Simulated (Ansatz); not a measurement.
# NaBrF6: complex band structure, part 3 of 3

Aim: relax a made-up compound, NaBrF6, and see how good a tunnel barrier it would be. It is built by putting Na for Cs in the CsBrF6 structure of space group R-3, with the volume rescaled by atomic radii. The parent structure comes from the Materials Project.

Ansatz 0.2.0; PBEsol DFT, plane waves, PAW files (the session's first sound run).

So far, gap on path (eV): step 3 (band edges) 3.61.

The structure was built from a prototype and need not be the compound's stable phase.

### 5. Decaying states in the gap, plane (101)

Level of this step: PBEsol DFT, plane waves, PAW files; complex bands by layer matching along the plane's normal (Ansatz).

The same for the (101) plane, at (0, 0), (-0.5, 0) and (-0.5, -0.5), to see how the decay depends on direction.

File input.yaml:

```yaml
crystal:
  lattice:
    - [4.886528334, 0.0, 0.0]
    - [-0.84701428, 4.812559191, 0.0]
    - [-0.84701428, -1.009108102, 4.705574014]
  atoms:
    - { symbol: Na, position: [0.5, 0.5, 0.5] }
    - { symbol: Br, position: [0.0, 0.0, 0.0] }
    - { symbol: F, position: [0.6845906729, 0.0609963805, 0.7552587781] }
    - { symbol: F, position: [0.7552587781, 0.6845906729, 0.0609963805] }
    - { symbol: F, position: [0.0609963805, 0.7552587781, 0.6845906729] }
    - { symbol: F, position: [0.3154093271, 0.9390036195, 0.2447412219] }
    - { symbol: F, position: [0.2447412219, 0.3154093271, 0.9390036195] }
    - { symbol: F, position: [0.9390036195, 0.2447412219, 0.3154093271] }
kpoints:
  mp_grid: { grid: [6, 6, 6] }
scf:
  occupations: { method: fixed }
hamiltonian:
  xc: pbesol
output:
  eigenvalues: true
  transmission:
    leads: [[0, 0]]
    kpoints: [[0.0, 0.0], [-0.5, 0.0], [-0.5, -0.5]]
    e_range: [-1.0, 4.61]
    de: 0.14
```

On the command line:

```bash
ansatz run input.yaml --threads 2 --pin off --max-ram 4096MiB --backend cpu --events-out ev --progress --plain --runs-dir out
```

Numbers of over 12 decimals in the logs are rounded to 6 here.

Log:

```text
[...]
Crystal: 8 atoms, lattice volume = 110.660 Å³
Basis set: ecut = 420 eV, 2173 PW (Γ)
Bands: 37, of which v1, the nominal top of the filled ones, is band 29 counted from 1 (28 counted from 0)
Symmetry: 6 space group operations
[...]
k-points: 40 of 216
[...]
SCF iter   1: F=—  HF=-9009.928831 eV  |F-HF|=—  |Δ(HF+E_count)|=         —  Δρ=1.05e-2  dr2=7.79e-2  ethr=1.77e-3  ⟨swp⟩=5.0  Hψ=5914  notcnv=0  defer=238
[...]
SCF iter   7: F=-9009.909225 eV  HF=-9009.909225 eV  |F-HF|=1.06e-8  |Δ(HF+E_count)|=   2.39e-8  Δρ=5.38e-6  dr2=2.00e-8  ethr=1.72e-10  ⟨swp⟩=10.3  Hψ=6017  notcnv=0
SCF 1 converged in 7 iterations: F = -9009.909225 eV  dr2 = 2.00e-8
[...]
transmission: 8 of 24 steps passed
transmission: 16 of 24 steps passed
transmission: 24 of 24 steps passed
SCF converged after 7 iterations
Free energy (F): -9009.909225 eV
[...]
Internal energy: -9009.909225 eV  (E = F + TS)
E sigma→0 (E₀):  -9009.909225 eV
Fermi energy:    1.014509 eV
[...]
--- Band table (eV; the first three rows and the last of 40) ---
  k-point 0: bands = [... 25 lower, -0.6278, -0.6278, -0.3310, 0.3052, 5.1309, 5.1309, 5.6244, 8.2753, ... 4 higher]
  k-point 1: bands = [... 25 lower, -0.6224, -0.6008, -0.3127, 0.4555, 5.0295, 5.0832, 5.5652, 8.5446, ... 4 higher]
  k-point 2: bands = [... 25 lower, -0.6232, -0.5158, -0.3438, 0.7281, 4.8278, 4.9573, 5.4873, 9.2180, ... 4 higher]
  k-point 39: bands = [... 25 lower, -0.5079, -0.4556, -0.4556, 0.5641, 5.2230, 5.2230, 5.2946, 10.7817, ... 4 higher]
--- Transmission ---
  basis      : 207 plane waves across, 8 finite elements along
  points     : 3, as listed
[...]
crystal 0  : F6Br1Na1, at the sites [0, 0], period 4.7056 Å: whole cells are its period
[...]
channels       : 0.000000e0 a spin
[...]
slowest decay  : 0.5367 /Å at (0.0000, 0.0000)
```

Elapsed: 30 s, on 2 threads of Intel Xeon Platinum 8488C (Sapphire Rapids), shared host; peak memory 0.64 GiB; 42 s of CPU time.

Numbers from this step:

| Property | Result |
| --- | --- |
| decay constant at the filling level, zone centre | 0.5367 Å⁻¹ |
| decay constant at the filling level, slowest listed point | 0.5367 Å⁻¹ |

K parallel (0, 0); values up to 1.5 1/Å, a degenerate pair printed once or twice; energies at which all values exceed this have no row. Im kz of the slowest decaying states against energy, zero at the highest filled level on the SCF mesh:

```csv
energy (eV),decay 1 (Å⁻¹),decay 2 (Å⁻¹),decay 3 (Å⁻¹),decay 4 (Å⁻¹)
-1.00,0.264,0.489,0.521,0.760
-0.72,0.0528,0.552,0.656,0.851
-0.44,0.594,0.761,0.893,1.01
-0.16,0.624,0.823,0.880,0.998
-0.02,0.214,0.635,0.834,0.883
0.12,0.292,0.644,0.844,0.886
0.40,0.388,0.657,0.860,0.893
0.68,0.448,0.663,0.875,0.902
0.96,0.488,0.664,0.888,0.911
1.24,0.515,0.660,0.899,0.912
1.52,0.531,0.652,0.908,0.913
1.80,0.537,0.638,0.914,0.915
2.08,0.534,0.620,0.916,0.921
2.36,0.521,0.596,0.917,0.925
2.64,0.497,0.565,0.919,0.927
2.92,0.459,0.525,0.921,0.928
3.20,0.398,0.471,0.925,0.925
3.48,0.292,0.390,0.919,0.933
3.76,0.231,0.904,0.948,1.00
4.04,0.861,0.987,0.988,1.17
4.32,0.279,0.598,0.717,0.962
4.60,0.397,0.890,0.897,0.948
```

K parallel (-0.5, 0); values up to 1.5 1/Å, a degenerate pair printed once or twice; energies at which all values exceed this have no row. Im kz of the slowest decaying states against energy, zero at the highest filled level on the SCF mesh:

```csv
energy (eV),decay 1 (Å⁻¹),decay 2 (Å⁻¹),decay 3 (Å⁻¹),decay 4 (Å⁻¹)
-1.00,0.518,0.641,0.705,0.909
-0.72,0.495,0.739,0.903,0.931
-0.58,0.468,0.773,0.969,0.987
-0.30,0.363,0.822,0.925,0.948
-0.16,0.841,0.933,0.987,1.03
-0.02,0.323,0.382,0.859,0.926
0.12,0.421,0.445,0.875,0.922
0.40,0.507,0.513,0.906,0.918
0.54,0.527,0.541,0.917,0.920
0.82,0.553,0.578,0.917,0.946
0.96,0.561,0.591,0.919,0.947
1.24,0.572,0.606,0.935,0.944
1.52,0.575,0.611,0.941,0.953
1.66,0.573,0.610,0.939,0.945
1.94,0.566,0.602,0.935,0.937
2.08,0.559,0.595,0.933,0.934
2.36,0.541,0.574,0.927,0.927
2.64,0.512,0.542,0.918,0.921
2.78,0.493,0.522,0.913,0.918
3.06,0.444,0.468,0.896,0.910
3.20,0.410,0.430,0.885,0.906
3.48,0.306,0.306,0.851,0.897
3.76,0.780,0.888,1.42,-
3.90,0.250,0.594,0.811,0.887
4.18,0.251,0.679,0.857,0.899
4.32,0.144,0.752,0.867,0.908
4.60,0.289,0.337,0.831,0.880
```

K parallel (-0.5, -0.5); values up to 1.5 1/Å, a degenerate pair printed once or twice; energies at which all values exceed this have no row. Table of Im kz of the slowest decaying states by energy, zero at the highest filled level on the SCF mesh:

```
energy (eV)  decay 1 (Å⁻¹)  decay 2 (Å⁻¹)  decay 3 (Å⁻¹)  decay 4 (Å⁻¹)
      -1.00          0.424          0.592          0.594          0.700
      -0.72          0.333          0.627          0.755          0.801
      -0.44          0.654          0.806          0.872           1.04
      -0.16          0.674          0.848          0.927           1.04
      -0.02          0.227          0.652          0.712          0.867
       0.12          0.332          0.640          0.737          0.885
       0.40          0.447          0.627          0.769          0.919
       0.68          0.517          0.617          0.789          0.956
       0.96          0.562          0.609          0.803          0.955
       1.24          0.581          0.612          0.812          0.932
       1.52          0.571          0.629          0.819          0.914
       1.80          0.552          0.641          0.823          0.897
       2.08          0.529          0.646          0.827          0.878
       2.36          0.499          0.641          0.831          0.857
       2.64          0.461          0.626          0.831          0.835
       2.92          0.411          0.599          0.800          0.839
       3.20          0.341          0.557           0.76          0.844
       3.48          0.225          0.491          0.706          0.848
       3.76          0.374          0.625          0.853           1.01
       4.04          0.479          0.859           1.00           1.31
       4.32          0.185          0.250          0.867          0.990
       4.60          0.324          0.470          0.484          0.879
```

At the listed wavevectors the last open channel is at -0.16 eV and the next at +3.76 eV on the grid. At +1.80 eV, the grid energy nearest the filling level (the middle of the gap on the SCF mesh), the slowest state at the listed wavevectors decays with κ = 0.537 Å⁻¹, its amplitude falling by e over 1.9 Å; the first such run, plane (110), gave 0.650 Å⁻¹.

### 6. Band edges at another level, cutoff 500 eV

This step: r2SCAN DFT, plane waves, PAW files (Ansatz 0.2.0).

The edges again with r2SCAN, at the same atoms. Against that run the cutoff is 500 eV against 420.

File input.yaml:

```yaml
crystal:
  lattice:
    - [3.7428009856, 2.1609071565, 2.2803684349]
    - [-3.7428009856, 2.1609071565, 2.2803684349]
    - [0.0, -4.3218143131, 2.2803684349]
  atoms:
    - { symbol: Na, position: [0.5, 0.5, 0.5] }
    - { symbol: Br, position: [0.0, 0.0, 0.0] }
    - { symbol: F, position: [0.7552587781, 0.6845906729, 0.0609963805] }
    - { symbol: F, position: [0.0609963805, 0.7552587781, 0.6845906729] }
    - { symbol: F, position: [0.6845906729, 0.0609963805, 0.7552587781] }
    - { symbol: F, position: [0.2447412219, 0.3154093271, 0.9390036195] }
    - { symbol: F, position: [0.9390036195, 0.2447412219, 0.3154093271] }
    - { symbol: F, position: [0.3154093271, 0.9390036195, 0.2447412219] }
kpoints:
  mp_grid: { grid: [6, 6, 6] }
  band_path: { path: [VBM, CBM], npoints: 30 }
scf:
  occupations: { method: fixed }
hamiltonian:
  xc: r2scan
output:
  eigenvalues: true
```

Log:

```text
[...]
Crystal: 8 atoms, lattice volume = 110.660 Å³
Basis set: ecut = 500 eV, 2823 PW (Γ), exchange–correlation on 144×144×144 points (64 copies of the dense FFT grid, shifted against one another)
Bands: 37, of which v1, the nominal top of the filled ones, is band 29 counted from 1 (28 counted from 0)
Symmetry: 6 space group operations
[...]
k-points: 40 of 216
[...]
SCF iter   1: F=—  HF=-9134.256487 eV  |F-HF|=—  |Δ(HF+E_count)|=         —  Δρ=1.13e-2  dr2=1.37e-1  dr2_τ=3.13e-1  ethr=1.77e-3  ⟨swp⟩=5.5  Hψ=6240  notcnv=0  defer=239
[...]
SCF iter   7: F=-9134.304193 eV  HF=-9134.304193 eV  |F-HF|=5.13e-10  |Δ(HF+E_count)|=   2.89e-7  Δρ=3.64e-6  dr2=1.43e-8  dr2_τ=1.13e-9  ethr=1.72e-10  ⟨swp⟩=10.8  Hψ=6135  notcnv=0
SCF 1 converged in 7 iterations: F = -9134.304193 eV  dr2 = 1.43e-8
[...]
SCF converged after 7 iterations
Free energy (F): -9134.304193 eV
[...]
Internal energy: -9134.304193 eV  (E = F + TS)
E sigma→0 (E₀):  -9134.304193 eV
Fermi energy:    0.742782 eV
[...]
--- Band table (eV; the first three rows and the last of 40) ---
  k-point 0: bands = [... 25 lower, -1.2269, -1.2269, -0.9152, 0.0100, 5.0948, 5.0948, 5.6284, 8.6980, ... 4 higher]
  k-point 1: bands = [... 25 lower, -1.2225, -1.2115, -0.9180, 0.1664, 4.9933, 5.0472, 5.5687, 8.9697, ... 4 higher]
  k-point 2: bands = [... 25 lower, -1.2215, -1.1324, -0.9603, 0.4477, 4.7909, 4.9219, 5.4867, 9.6588, ... 4 higher]
  k-point 39: bands = [... 25 lower, -1.1247, -1.0740, -1.0740, 0.2918, 5.1869, 5.1869, 5.3124, 11.3072, ... 4 higher]
```

Wall time 20 s (2 threads); peak memory 0.66 GiB.

This step gave:

```yaml
free_energy: -9134.3042 eV
fermi_energy: 0.7428 eV
gap_on_the_k_mesh: 3.887 eV
gap_on_path: 3.847 eV, by band count; negative where bands overlap
direct_gap_on_path: 3.896 eV
```

The electronic bands at the labelled points (eV, zero at the Fermi level (highest filled level under fixed occupations); # counts the bands kept):

```
  point    #15    #16    #17    #18   #19   #20   #21
    VBM  -1.88  -1.88  -1.72   0.04  3.94  3.94  4.49
halfway  -1.96  -1.81  -1.78  -0.05  3.90  4.13  4.54
    CBM  -2.04  -1.85  -1.80  -0.12  3.89  4.24  4.64
```

The searched edges give 3.85 eV, under the 3.89 eV of the mesh, which misses an edge.

Between step 3 and this run (r2SCAN and cutoff 500 eV) the value for the gap on path moves from 3.61 eV to 3.85 eV.

### 7. Complex bands at another level, cutoff 500 eV

This step: r2SCAN DFT, plane waves, PAW files; complex bands by layer matching along the plane's normal (Ansatz 0.2.0).

The complex bands at that level, over its own gap, at (0, 0) and (-0.5, -0.5).

File input.yaml:

```yaml
crystal:
  lattice:
    - [4.886528334, 0.0, 0.0]
    - [-1.694028561, 6.050509647, 0.0]
    - [-0.84701428, 3.025254824, 3.742800986]
  atoms:
    - { symbol: Na, position: [0.5, 0.5, 0.0] }
    - { symbol: Br, position: [0.0, 0.0, 0.0] }
    - { symbol: F, position: [0.6845906729, 0.0609963805, 0.6942623976] }
    - { symbol: F, position: [0.7552587781, 0.6845906729, 0.3764057076] }
    - { symbol: F, position: [0.0609963805, 0.7552587781, 0.9293318948] }
    - { symbol: F, position: [0.3154093271, 0.9390036195, 0.3057376024] }
    - { symbol: F, position: [0.2447412219, 0.3154093271, 0.6235942924] }
    - { symbol: F, position: [0.9390036195, 0.2447412219, 0.0706681052] }
kpoints:
  mp_grid: { grid: [6, 6, 6] }
scf:
  occupations: { method: fixed }
hamiltonian:
  xc: r2scan
output:
  eigenvalues: true
  transmission:
    leads: [[0, 0]]
    kpoints: [[0.0, 0.0], [-0.5, -0.5]]
    e_range: [-1.0, 4.85]
    de: 0.1
```

Log:

```text
[...]
Crystal: 8 atoms, lattice volume = 110.660 Å³
Basis set: ecut = 500 eV, 2823 PW (Γ), exchange–correlation on 144×192×144 points (64 copies of the dense FFT grid, shifted against one another)
Bands: 37, of which v1, the nominal top of the filled ones, is band 29 counted from 1 (28 counted from 0)
Symmetry: 6 space group operations
[...]
k-points: 40 of 216
[...]
SCF iter   1: F=—  HF=-9134.256590 eV  |F-HF|=—  |Δ(HF+E_count)|=         —  Δρ=1.13e-2  dr2=1.37e-1  dr2_τ=3.13e-1  ethr=1.77e-3  ⟨swp⟩=5.7  Hψ=6288  notcnv=0  defer=239
[...]
SCF iter   7: F=-9134.304192 eV  HF=-9134.304192 eV  |F-HF|=5.55e-10  |Δ(HF+E_count)|=   2.89e-7  Δρ=3.69e-6  dr2=1.46e-8  dr2_τ=1.11e-9  ethr=1.72e-10  ⟨swp⟩=10.8  Hψ=6010  notcnv=0
SCF 1 converged in 7 iterations: F = -9134.304192 eV  dr2 = 1.46e-8
[...]
transmission: 7 of 14 steps passed
transmission: 14 of 14 steps passed
SCF converged after 7 iterations
Free energy (F): -9134.304192 eV
[...]
Internal energy: -9134.304192 eV  (E = F + TS)
E sigma→0 (E₀):  -9134.304192 eV
Fermi energy:    0.742781 eV
[...]
--- Band table (eV; the first three rows and the last of 40) ---
  k-point 0: bands = [... 25 lower, -1.2269, -1.2269, -0.9152, 0.0100, 5.0948, 5.0948, 5.6284, 8.6980, ... 4 higher]
  k-point 1: bands = [... 25 lower, -1.2886, -1.1635, -0.9465, 0.1830, 4.9679, 5.0804, 5.5561, 9.0944, ... 4 higher]
  k-point 2: bands = [... 25 lower, -1.3309, -1.0847, -1.0441, 0.4787, 4.7380, 5.0288, 5.4307, 9.9937, ... 4 higher]
  k-point 39: bands = [... 25 lower, -1.1247, -1.0740, -1.0740, 0.2918, 5.1869, 5.1869, 5.3124, 11.3072, ... 4 higher]
--- Transmission ---
  basis      : 311 plane waves across, 7 finite elements along
  points     : 2, as listed
[...]
crystal 0  : F6Na1Br1, at the sites [0, 0], period 3.7428 Å: whole cells are its period
[...]
channels       : 0.000000e0 a spin
[...]
slowest decay  : 0.6645 /Å at (0.0000, 0.0000)
```

Wall time 49 s (2 threads); peak memory 1.3 GiB; 96 s of CPU time.

Numbers from this step:

| Property | Result |
| --- | --- |
| level to which the leads are filled | 1.943 eV from the Fermi level |
| decay constant at the filling level, zone centre | 0.6645 Å⁻¹ |
| decay constant at the filling level, slowest listed point | 0.6645 Å⁻¹ |

K parallel (0, 0); values up to 1.5 1/Å, a degenerate pair printed once or twice; energies at which all values exceed this have no row. The Im kz of the slowest decaying states by energy, zero at the highest filled level on the SCF mesh:

| energy (eV) | decay 1 (Å⁻¹) | decay 2 (Å⁻¹) | decay 3 (Å⁻¹) | decay 4 (Å⁻¹) |
| --- | --- | --- | --- | --- |
| -1.000 | 0.266 | 0.607 | 0.765 | 0.781 |
| -0.500 | 0.676 | 0.854 | 0.859 | 1.00 |
| 0.000 | 0.241 | 0.736 | 0.867 | 0.905 |
| 0.500 | 0.479 | 0.786 | 0.832 | 0.938 |
| 1.000 | 0.583 | 0.814 | 0.824 | 0.964 |
| 1.500 | 0.641 | 0.795 | 0.853 | 0.986 |
| 2.000 | 0.667 | 0.770 | 0.873 | 1.00 |
| 2.500 | 0.660 | 0.737 | 0.883 | 1.01 |
| 3.000 | 0.600 | 0.691 | 0.882 | 0.971 |
| 3.500 | 0.450 | 0.610 | 0.863 | 0.943 |
| 4.000 | 0.435 | 0.800 | 0.928 | 1.05 |
| 4.500 | 0.264 | 0.531 | 0.683 | 0.956 |

K parallel (-0.5, -0.5); values up to 1.5 1/Å, a degenerate pair printed once or twice; energies at which all values exceed this have no row. Im kz of the slowest decaying states against energy, zero at the highest filled level on the SCF mesh:

```
energy (eV)  decay 1 (Å⁻¹)  decay 2 (Å⁻¹)  decay 3 (Å⁻¹)  decay 4 (Å⁻¹)
     -1.000          0.613          0.674          0.784          0.868
     -0.500          0.675          0.718          0.838          0.871
      0.000          0.535          0.581          0.776          0.826
      0.500          0.682          0.758          0.800          0.896
      1.000          0.717          0.809          0.818          0.944
      1.500          0.724          0.822          0.828          0.986
      2.000          0.710          0.802          0.829           1.03
      2.500          0.670          0.750          0.821           1.07
      3.000          0.596          0.660          0.801           1.05
      3.500          0.451          0.496          0.762           1.01
      4.000         0.0963          0.658          0.968           1.15
      4.500          0.182          0.576          0.746          0.938
```

At the listed wavevectors the last open channel is at -0.20 eV and the next at +3.90 eV on the grid. At +1.90 eV, the grid energy nearest the filling level (the middle of the gap on the SCF mesh), the slowest state at the listed wavevectors decays with κ = 0.664 Å⁻¹, its amplitude falling by e over 1.5 Å; the first such run, plane (110), gave 0.650 Å⁻¹.

### 8. Outcome

```yaml
band_gap: 3.61 eV
least_decay_constant_at_mid_gap_normal_to_110: 0.650 Å⁻¹
least_decay_constant_at_mid_gap_normal_to_101: 0.537 Å⁻¹
least_decay_constant_r2scan: 0.664 Å⁻¹
```

**Reading.** With PBEsol, the slowest decay at the wavevectors tried is κ = 0.537 Å⁻¹, normal to (101). Through such a film the transmission near mid-gap falls as exp(−2κd), a factor of ten every 2.1 Å. The decay depends on direction: 1.2 times faster normal to (110). A free electron under a barrier of half the gap would need a mass of 0.61 mₑ to decay at this rate. With r2SCAN the gap goes from 3.61 to 3.85 eV and the decay constant, over the first 2 listed wavevectors, from 0.650 to 0.664 Å⁻¹. The compound is made up by substitution; its stability against other phases and against distortions of the cell's symmetry was not tested. A semilocal functional narrows gaps, so real decay constants are likely larger.

[Logs are printed without paths, hosts, clocks, repeated set-up lines and the standing remarks that a program may print on its own settings, such as how far it seeks lower states.]

[Hosts, paths, dates, database ids (printed as entryN), source tags and the programs' standing remarks are cut or masked in the printed files.]
